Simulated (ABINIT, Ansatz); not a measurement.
# Quasiparticle gap of SrTiO3 (Tausonite) in ABINIT

How does a plane-wave GW calculation on SrTiO3 (Tausonite) run from the first input to the gap?

Calculated with ABINIT 10.8.3; PBE and many-body steps on it, plane waves.

**What was measured.**

- Gap 3.77 eV: direct gap (M0 critical point); spectroscopic ellipsometry, second-derivative fit; 300 K; bulk crystal (commercial single crystal) (“Optical probe of ferroelectric order in bulk and thin film perovskite titanates”, 2013, arxiv:1309.1245).

## (1) The starting structure

Symmetry: Pm-3m, No. 221, cubic system. Conventional cell: a = 3.905 Å, b = 3.905 Å, c = 3.905 Å, α = 90.00°, β = 90.00°, γ = 90.00°. Nearest to Sr lie 12 O at 2.76 Å. Ti has 6 O at 1.95 Å nearest. Nearest to O lie 2 Ti at 1.95 Å and 4 Sr at 2.76 Å. Farther neighbours and most contacts between anions are not listed.

Coordinates:

```cif
data_structure
_symmetry_space_group_name_H-M 'P 1'
_symmetry_Int_Tables_number 1
_cell_length_a 3.9053
_cell_length_b 3.9053
_cell_length_c 3.9053
_cell_angle_alpha 90.000
_cell_angle_beta 90.000
_cell_angle_gamma 90.000
_cell_volume 59.56
loop_
_atom_site_label
_atom_site_type_symbol
_atom_site_fract_x
_atom_site_fract_y
_atom_site_fract_z
_atom_site_occupancy
Sr1 Sr 0.50000 0.50000 0.50000 1
Ti2 Ti 0.00000 0.00000 0.00000 1
O3 O 0.50000 0.00000 0.00000 1
O4 O 0.00000 0.50000 0.00000 1
O5 O 0.00000 0.00000 0.50000 1
```

The cell and positions come from the Crystallography Open Database and are kept as given unless a step says otherwise.

## (2) Ground state

This step: ABINIT 10.8.3; DFT, PBE, plane waves, norm-conserving pseudopotentials.

The ground-state density comes first.

run.abi

```
acell 3*1.0 Angstrom
rprim 
  3.905280000000 0.000000000000 0.000000000000
  0.000000000000 3.905280000000 0.000000000000
  0.000000000000 0.000000000000 3.905280000000
ntypat 3
znucl 38 22 8
natom 5
typat 1 2 3 3 3
xred 
  0.500000000000 0.500000000000 0.500000000000
  0.000000000000 0.000000000000 0.000000000000
  0.500000000000 0.000000000000 0.000000000000
  0.000000000000 0.500000000000 0.000000000000
  0.000000000000 0.000000000000 0.500000000000
pp_dirpath "pseudos"
pseudos "Sr.upf, Ti.upf, O.upf"
ecut 38
ngkpt 6 6 6
nshiftk 1
shiftk 0 0 0
kptopt 1
chksymbreak 0
nband 26
occopt 1
tolvrs 1e-10
nstep 60
prtwf 0
optforces 0
optstress 0
indata_prefix "in"
outdata_prefix "out"
tmpdata_prefix "tmp"
```

Run with:

```console
> OMP_NUM_THREADS=1 mpirun -n 8 abinit run.abi > log
```

Numbers of over 12 decimals in the logs are rounded to 6 here.

What it wrote:

```text
.Version 10.8.3 of ABINIT. v10.8.2 released Aug 2026.

 Symmetries : space group Pm -3 m (#221); Bravais cP (primitive cubic)
================================================================================
 Values of the parameters that define the memory need of the present run
     intxc =       0    ionmov =       0      iscf =       7    lmnmax =       6
     lnmax =       6     mgfft =      45  mpssoang =       3    mqgrid =    3001
     natom =       5  nloc_mem =       1    nspden =       1   nspinor =       1
    nsppol =       1      nsym =      48    n1xccc =    2501    ntypat =       3
    occopt =       1   xclevel =       2
-    mband =          26        mffmem =           1         mkmem =           3
       mpw =        4525          nfft =       91125          nkpt =          20
================================================================================
  Rough estimation (10% accuracy) of disk space for files :
================================================================================

--------------------------------------------------------------------------------
------------- Echo of variables that govern the present computation ------------
--------------------------------------------------------------------------------
 -outvars: echo values of preprocessed input variables --------
            acell      1.8897261259E+00  1.8897261259E+00  1.8897261259E+00 Bohr

      chksymbreak           0
             ecut      3.80000000E+01 Hartree
-          fftalg         312

              ixc     -101130
              kpt      0.00000000E+00  0.00000000E+00  0.00000000E+00
                       1.66666667E-01  0.00000000E+00  0.00000000E+00
                       3.33333333E-01  0.00000000E+00  0.00000000E+00
                       5.00000000E-01  0.00000000E+00  0.00000000E+00
                       1.66666667E-01  1.66666667E-01  0.00000000E+00
                       3.33333333E-01  1.66666667E-01  0.00000000E+00
                       5.00000000E-01  1.66666667E-01  0.00000000E+00
                       3.33333333E-01  3.33333333E-01  0.00000000E+00
                       5.00000000E-01  3.33333333E-01  0.00000000E+00
   [... 9 further rows ...]
                       5.00000000E-01  5.00000000E-01  3.33333333E-01
                       5.00000000E-01  5.00000000E-01  5.00000000E-01
         kptrlatt        6    0    0      0    6    0      0    0    6
          kptrlen      4.42794579E+01
P           mkmem           3
            natom           5
            nband          26
            ngfft          45      45      45
             nkpt          20
            nstep          60
             nsym          48
           ntypat           3
              occ      2.000000  2.000000  2.000000  2.000000  2.000000  2.000000
                       2.000000  2.000000  2.000000  2.000000  2.000000  2.000000
                       2.000000  2.000000  2.000000  2.000000  2.000000  2.000000
                       2.000000  2.000000  0.000000  0.000000  0.000000  0.000000
                       0.000000  0.000000
        optforces           0
        optstress           0
            prtwf           0
            rprim      3.9052800000E+00  0.0000000000E+00  0.0000000000E+00
[...]
spgroup         221

           tolvrs      1.00000000E-10

             xred      5.0000000000E-01  5.0000000000E-01  5.0000000000E-01
[...]
znucl       38.00000   22.00000    8.00000

================================================================================

 chkinp: Checking input parameters for consistency.

================================================================================
== DATASET  1 ==================================================================
-   mpi_nproc: 8, omp_nthreads: 1 (-1 if OMP is not activated)

--- !DatasetInfo
iteration_state: {dtset: 1, }
dimensions: {natom: 5, nkpt: 20, mband: 26, nsppol: 1, nspinor: 1, nspden: 1, mpw: 4525, }
cutoff_energies: {ecut:  38.0, pawecutdg:  -1.0, }
electrons: {nelect:   4.00000000E+01, charge:   0.00000000E+00, occopt:   1.00000000E+00, tsmear:   1.00000000E-02, }

 Real(R)+Recip(G) space primitive vectors, cartesian coordinates (Bohr,Bohr^-1):
 R(1)=  7.3799096  0.0000000  0.0000000  G(1)=  0.1355030  0.0000000  0.0000000
 R(2)=  0.0000000  7.3799096  0.0000000  G(2)=  0.0000000  0.1355030  0.0000000
 R(3)=  0.0000000  0.0000000  7.3799096  G(3)=  0.0000000  0.0000000  0.1355030
 Unit cell volume ucvol=  4.0193251E+02 bohr^3
 Angles (23,13,12)=  9.00000000E+01  9.00000000E+01  9.00000000E+01 degrees

 getcut: wavevector=  0.0000  0.0000  0.0000  ngfft=  45  45  45
         ecut(hartree)=     38.000   => boxcut(ratio)=   2.14855

--- Pseudopotential description ------------------------------------------------
- Sr Generated using ONCVPSP code by D. R. Hamann
- 38.00000  10.00000  171031                  znucl, zion, pspdat
12 -101130 2 -1 1834                          pspcod,pspxc,lmax,lloc,mmax
     nproj     2     2     2
  pspatm : epsatm=   12.84204793
         --- l  ekb(1:nproj) -->
[...]
pspatm: atomic psp has been read  and splines computed

- Ti Generated using ONCVPSP code by D. R. Hamann
- 22.00000  12.00000  171031                  znucl, zion, pspdat
12 -101130 2 -1 1586                          pspcod,pspxc,lmax,lloc,mmax
     nproj     2     2     2
  pspatm : epsatm=   14.68144553
         --- l  ekb(1:nproj) -->
[...]
pspatm: atomic psp has been read  and splines computed

- O Generated using ONCVPSP code by D. R. Hamann
-  8.00000   6.00000  171031                  znucl, zion, pspdat
12 -101130 2 -1 936                           pspcod,pspxc,lmax,lloc,mmax
     nproj     2     2     1
  pspatm : epsatm=    6.19545534
         --- l  ekb(1:nproj) -->
[...]
2   -1.331955
 pspatm: atomic psp has been read  and splines computed

   1.84439438E+03                                ecore*ucvol(ha*bohr**3)
--------------------------------------------------------------------------------

_setup2: Arith. and geom. avg. npw (full set) are    4500.495    4500.470

================================================================================

--- !BeginCycle
iteration_state: {dtset: 1, }
solver: {iscf: 7, nstep: 60, nline: 4, wfoptalg: 0, }
tolerances: {tolvrs: 1.00E-10, }

     iter   Etot(hartree)      deltaE(h)  residm     vres2
 ETOT  1  -142.93984632578    -1.429E+02 1.204E-01 1.913E+03
 ETOT  2  -134.35252462204     8.587E+00 1.309E-01 3.322E+04
 ETOT  3  -143.46700343535    -9.114E+00 7.517E-02 4.465E+02
 ETOT  4  -143.48430351532    -1.730E-02 1.176E-02 2.757E+02
 ETOT  5  -143.52490314262    -4.060E-02 3.524E-03 7.963E+01
 ETOT  6  -143.53667094116    -1.177E-02 2.378E-03 2.084E+01
 ETOT  7  -143.54052405821    -3.853E-03 9.859E-03 1.503E+00
 ETOT  8  -143.54082156406    -2.975E-04 1.867E-03 1.093E-01
 ETOT  9  -143.54084400344    -2.244E-05 4.528E-03 3.528E-04
 ETOT 10  -143.54084405618    -5.273E-08 1.489E-03 1.322E-04
 ETOT 11  -143.54084407869    -2.251E-08 1.326E-03 4.309E-06
 ETOT 12  -143.54084407962    -9.357E-10 9.459E-04 1.902E-09
 ETOT 13  -143.54084407962    -2.331E-12 1.805E-03 8.134E-10
 ETOT 14  -143.54084407963    -4.633E-12 1.226E-03 2.542E-12

 At SCF step   14       vres2   =  2.54E-12 < tolvrs=  1.00E-10 =>converged.

--- !ResultsGS
iteration_state: {dtset: 1, }
comment   : Summary of ground state results
lattice_vectors:
- [  7.3799096,   0.0000000,   0.0000000, ]
- [  0.0000000,   7.3799096,   0.0000000, ]
- [  0.0000000,   0.0000000,   7.3799096, ]
lattice_lengths: [   7.37991,    7.37991,    7.37991, ]
lattice_angles: [ 90.000,  90.000,  90.000, ] # degrees, (23, 13, 12)
lattice_volume:   4.0193251E+02
convergence: {deltae: -4.633E-12, res2:  2.542E-12, residm:  1.226E-03, diffor:  0.000E+00, }
etotal    :  -1.43540844E+02
entropy   :   0.00000000E+00
fermie    :   2.54497182E-01
cartesian_stress_tensor: null
pressure_GPa: null
xred      :
- [  5.0000E-01,   5.0000E-01,   5.0000E-01, Sr]
- [  0.0000E+00,   0.0000E+00,   0.0000E+00, Ti]
- [  5.0000E-01,   0.0000E+00,   0.0000E+00,  O]
- [  0.0000E+00,   5.0000E-01,   0.0000E+00,  O]
- [  0.0000E+00,   0.0000E+00,   5.0000E-01,  O]
cartesian_forces: null
force_length_stats: {min: null, max: null, mean: null, }

 Integrated electronic density in atomic spheres:
 ------------------------------------------------
 Atom  Sphere_radius  Integrated_density
[...]
================================================================================

 ----iterations are completed or convergence reached----

 Mean square residual over all n,k,spin=   83.496E-07; max=  12.261E-04
 reduced coordinates (array xred) for    5 atoms
       0.500000000000      0.500000000000      0.500000000000
       0.000000000000      0.000000000000      0.000000000000
       0.500000000000      0.000000000000      0.000000000000
       0.000000000000      0.500000000000      0.000000000000
       0.000000000000      0.000000000000      0.500000000000
 rms dE/dt=  0.0000E+00; max dE/dt=  0.0000E+00; dE/dt below (all hartree)
    1       0.000000000000      0.000000000000      0.000000000000
    2       0.000000000000      0.000000000000      0.000000000000
    3       0.000000000000      0.000000000000      0.000000000000
    4       0.000000000000      0.000000000000      0.000000000000
    5       0.000000000000      0.000000000000      0.000000000000

 cartesian coordinates (angstrom) at end:
    1      1.952640     1.952640     1.952640
    2      0.000000     0.000000     0.000000
    3      1.952640     0.000000     0.000000
    4      0.000000     1.952640     0.000000
    5      0.000000     0.000000     1.952640
 length scales=  1.889726125908  1.889726125908  1.889726125908 bohr
              =  1.000000000000  1.000000000000  1.000000000000 angstroms
 prteigrs : about to open file out_EIG
 Fermi (or HOMO) energy (hartree) =   0.25450   Average Vxc (hartree)=  -0.42036
 Eigenvalues (hartree) for nkpt=  20  k points:
 kpt#   1, nband= 26, wtk=  0.00463, kpt=  0.0000  0.0000  0.0000 (reduced coord)
  -1.81815   -0.94790   -0.94625   -0.94625   -0.94625   -0.38343   -0.34734   -0.34734
  -0.28601   -0.28601   -0.28601    0.15118    0.15118    0.15118    0.21165    0.21165
   0.21165    0.24145    0.24145    0.24145    0.32460    0.32460    0.32460    0.41575
   0.41576    0.45510
 prteigrs : prtvol=0 or 1, do not print more k-points.

--- !EnergyTerms
iteration_state     : {dtset: 1, }
comment             : Components of total free energy in Hartree
kinetic             :  6.54542980228897E+01
hartree             :  3.02029718585664E+01
xc                  : -2.97726453297859E+01
Ewald energy        : -1.06245779347251E+02
psp_core            :  4.58881612978461E+00
local_psp           : -1.06039726698923E+02
non_local_psp       : -1.72877871490890E+00
total_energy        : -1.43540844079629E+02
total_energy_eV     : -3.90594535032491E+03
band_energy         : -1.20259377884531E+01

== END DATASET(S) ==============================================================
================================================================================

 -outvars: echo values of variables after computation  --------
           etotal     -1.4354084408E+02
            nband          26
             nkpt          20
          spgroup         221
 [... the other variables as echoed above ...]

 Calculation completed.
```

Wall time 24 s (8 MPI ranks of Arm Neoverse V1, shared host); peak memory 0.63 GiB; 3.2 min of CPU time.

This step gave:

- total energy: -3905.9454 eV
- gap: 1.908 eV
- k of the valence top: 0.5, 0.5, 0.5
- k of the conduction bottom: 0, 0, 0
- least direct gap: 2.263 eV

The gap is indirect, with the least direct gap 0.36 eV higher.

## (3) Empty states on the mesh, 4×4×4 mesh, 143 bands

The sums over transitions need many empty states on a uniform mesh; this step solves for them.

run.abi, as its differences from that of step 2:

```diff
@@ -18,3 +18,3 @@
 ecut 38
-ngkpt 6 6 6
+ngkpt 4 4 4
 nshiftk 1
@@ -23,9 +23,10 @@
 chksymbreak 0
-nband 26
+irdden 1
+istwfk *1
+nband 143
+prtvol 0
+optdriver 6
+gwr_task "HDIAGO"
+paral_kgb 0
 occopt 1
-tolvrs 1e-10
-nstep 60
-prtwf 0
-optforces 0
-optstress 0
 indata_prefix "in"
```

What it wrote:

```text
[banner, memory and clock lines left out]
.Version 10.8.3 of ABINIT. v10.8.2 released Aug 2026.

 Symmetries : space group Pm -3 m (#221); Bravais cP (primitive cubic)
[... echo of the input left out ...]
== DATASET  1 ==================================================================
-   mpi_nproc: 8, omp_nthreads: 1 (-1 if OMP is not activated)

--- !DatasetInfo
iteration_state: {dtset: 1, }
dimensions: {natom: 5, nkpt: 10, mband: 143, nsppol: 1, nspinor: 1, nspden: 1, mpw: 4632, }
cutoff_energies: {ecut:  38.0, pawecutdg:  -1.0, }
electrons: {nelect:   4.00000000E+01, charge:   0.00000000E+00, occopt:   1.00000000E+00, tsmear:   1.00000000E-02, }

.Using double precision arithmetic; gwpc =  8

- Reading GS density from: in_DEN

--- Pseudopotential description ------------------------------------------------
- Sr Generated using ONCVPSP code by D. R. Hamann
- 38.00000  10.00000  171031                  znucl, zion, pspdat
12 -101130 2 -1 1834                          pspcod,pspxc,lmax,lloc,mmax
     nproj     2     2     2
  pspatm : epsatm=   12.84204793
         --- l  ekb(1:nproj) -->
             0    9.951127    1.027824
             1    7.382610    1.665143
             2    4.168853    0.950057
 pspatm: atomic psp has been read  and splines computed

- Ti Generated using ONCVPSP code by D. R. Hamann
- 22.00000  12.00000  171031                  znucl, zion, pspdat
12 -101130 2 -1 1586                          pspcod,pspxc,lmax,lloc,mmax
     nproj     2     2     2
  pspatm : epsatm=   14.68144553
         --- l  ekb(1:nproj) -->
[...]
pspatm: atomic psp has been read  and splines computed

- O Generated using ONCVPSP code by D. R. Hamann
-  8.00000   6.00000  171031                  znucl, zion, pspdat
12 -101130 2 -1 936                           pspcod,pspxc,lmax,lloc,mmax
     nproj     2     2     1
  pspatm : epsatm=    6.19545534
         --- l  ekb(1:nproj) -->
             0    6.056735    0.824024
             1   -4.717130   -1.149271
             2   -1.331955
 pspatm: atomic psp has been read  and splines computed

   1.84439438E+03                                ecore*ucvol(ha*bohr**3)

 Total charge density [el/Bohr^3]
)     Maximum=    1.3479E+00  at reduced coord.    0.0000    0.0000    0.9111
)     Minimum=    5.0390E-03  at reduced coord.    0.4889    0.4889    0.0000
   Integrated=    4.0000E+01

 === KS gaps after direct diagonalization ===
 Indirect band gap semiconductor
 Fundamental gap:     1.908 (eV)
   VBM:     6.925 (eV) at k: [ 5.0000E-01,  5.0000E-01,  5.0000E-01]
   CBM:     8.833 (eV) at k: [ 0.0000E+00,  0.0000E+00,  0.0000E+00]
 Direct gap:         2.263 (eV) at k: [ 0.0000E+00,  0.0000E+00,  0.0000E+00]

== END DATASET(S) ==============================================================

 -outvars: echo values of variables after computation  --------
           etotal      0.0000000000E+00
            nband         143
             nkpt          10
          spgroup         221
 [... the other variables as echoed above ...]

 Calculation completed.
```

It took 2.1 min on 8 MPI ranks; peak memory 9.1 GiB; 17 min of CPU time.

This step gave:

- gap: 1.908 eV
- k of the valence top: 0.5, 0.5, 0.5
- k of the conduction bottom: 0, 0, 0
- least direct gap: 2.263 eV
- k points computed: 10
- lowest point of the top converged band, above the valence top: 77.5025 eV

On this mesh the gap is 1.908 eV.

## (4) Screening, 4×4×4 mesh, 135 bands, screening to 149.7 eV

The RPA dielectric matrix is built and inverted for each q.

This step: RPA screening on PBE, plane waves, norm-conserving pseudopotentials.

run.abi, as its differences from that of step 3:

```diff
@@ -23,10 +23,11 @@
 chksymbreak 0
-irdden 1
 istwfk *1
-nband 143
-prtvol 0
-optdriver 6
-gwr_task "HDIAGO"
-paral_kgb 0
 occopt 1
+irdwfk 1
+optdriver 3
+nband 135
+ecuteps 5.5
+inclvkb 2
+awtr 1
+symchi 1
 indata_prefix "in"
```

What it wrote:

```text
.Version 10.8.3 of ABINIT. v10.8.2 released Aug 2026.

 Symmetries : space group Pm -3 m (#221); Bravais cP (primitive cubic)
[... echo of the input left out ...]
== DATASET  1 ==================================================================
-   mpi_nproc: 8, omp_nthreads: 1 (-1 if OMP is not activated)

--- !DatasetInfo
iteration_state: {dtset: 1, }
dimensions: {natom: 5, nkpt: 10, mband: 135, nsppol: 1, nspinor: 1, nspden: 1, mpw: 4632, }
cutoff_energies: {ecut:  38.0, pawecutdg:  -1.0, }
electrons: {nelect:   4.00000000E+01, charge:   0.00000000E+00, occopt:   1.00000000E+00, tsmear:   1.00000000E-02, }

 SCREENING: Calculation of the susceptibility and dielectric matrices

 Based on a program developped by R.W. Godby, V. Olevano, G. Onida, and L. Reining.
 Incorporated in ABINIT by V. Olevano, G.-M. Rignanese, and M. Torrent.
.Using double precision arithmetic ; gwpc =  8

[... cell and pseudopotentials left out ...]
--------------------------------------------------------------------------------

 ==== K-mesh for the wavefunctions ====
 Number of points in the irreducible wedge :    10
[... list of points left out ...]
 Together with 48 symmetry operations and time-reversal symmetry
 yields    64 points in the full Brillouin Zone.

 ==== Q-mesh for the screening function ====
 Number of points in the irreducible wedge :    10
[... list of points left out ...]
 Together with 48 symmetry operations and time-reversal symmetry
 yields    64 points in the full Brillouin Zone.

 setmesh: FFT mesh size selected  =    27x   27x   27
          total number of points  =        19683

 vcoul_init : cutoff-mode = AUXILIARY_FUNCTION
 q-points for optical limit:   1
     1)      0.000010    0.000020    0.000030

- screening: taking advantage of time-reversal symmetry
- Maximum band index for partially occupied states nbvw = 20
- Remaining bands to be divided among processors   nbcw = 115
- Number of bands treated by each node ~14

 Number of electrons calculated from density =   40.0000; Expected =   40.0000
 average of density, n =  0.099519
 r_s =    1.3387
 omega_plasma =   30.4305 [eV]

 calculating chi0 at frequencies [eV] :
  1    0.000000E+00    0.000000E+00
  2    0.000000E+00    3.043050E+01

--------------------------------------------------------------------------------
  q-point number  1        q = ( 0.000000, 0.000000, 0.000000) [r.l.u.]
--------------------------------------------------------------------------------
[... chi0 elements left out ...]
 For q-point:  0.000010 0.000020 0.000030
  dielectric constant =   6.4019
  dielectric constant without local fields =   6.7713

  Average fulfillment of the sum rule on Im[epsilon] for q-point    1 :     66.37  [%]
[... wings left out ...]
  q-point number  2        q = ( 0.250000, 0.000000, 0.000000) [r.l.u.]
--------------------------------------------------------------------------------
[... chi0 elements left out ...]
  Average fulfillment of the sum rule on Im[epsilon] for q-point    2 :     76.89  [%]

 [... 8 further q-points ...]
```

It took 45 s on 8 MPI ranks; peak memory 1.9 GiB.

This step gave:

```
ε∞ with local fields, on this mesh, along the program's q direction : 6.402
the same without local fields                                       : 6.771
plasma frequency                                                    : 30.43 eV
plane waves in the screening matrix                                 : 251
```

Local fields lower ε∞ by 5 %. On a Γ-centred mesh this coarse the value itself is usually too large, while a short band sum pulls it down.

(Part 1 of 2 ends here.)

[Paths, hosts, dates, memory and timing lines, banners, echoed tables and standing remarks are left out of the program output.]

[Logs are printed without paths, hosts, clocks, repeated set-up lines and the standing remarks that a program may print on its own settings, such as how far it seeks lower states.]

[Runs of the session that timed out or met a known fault of the program may be left out.]

[Hosts, paths, dates, database ids (printed as entryN), source tags and the programs' standing remarks are cut or masked in the printed files.]

[G0W0 gaps are taken among the corrected bands and points alone; a level outside them can change the order at an edge.]

[Where Ansatz stands beside ABINIT at settings called matched, ABINIT's density can come from a denser mesh and the files from another edition; pairs whose starting gaps differed by over 0.03 eV were left out, so agreement reads better than it is.]
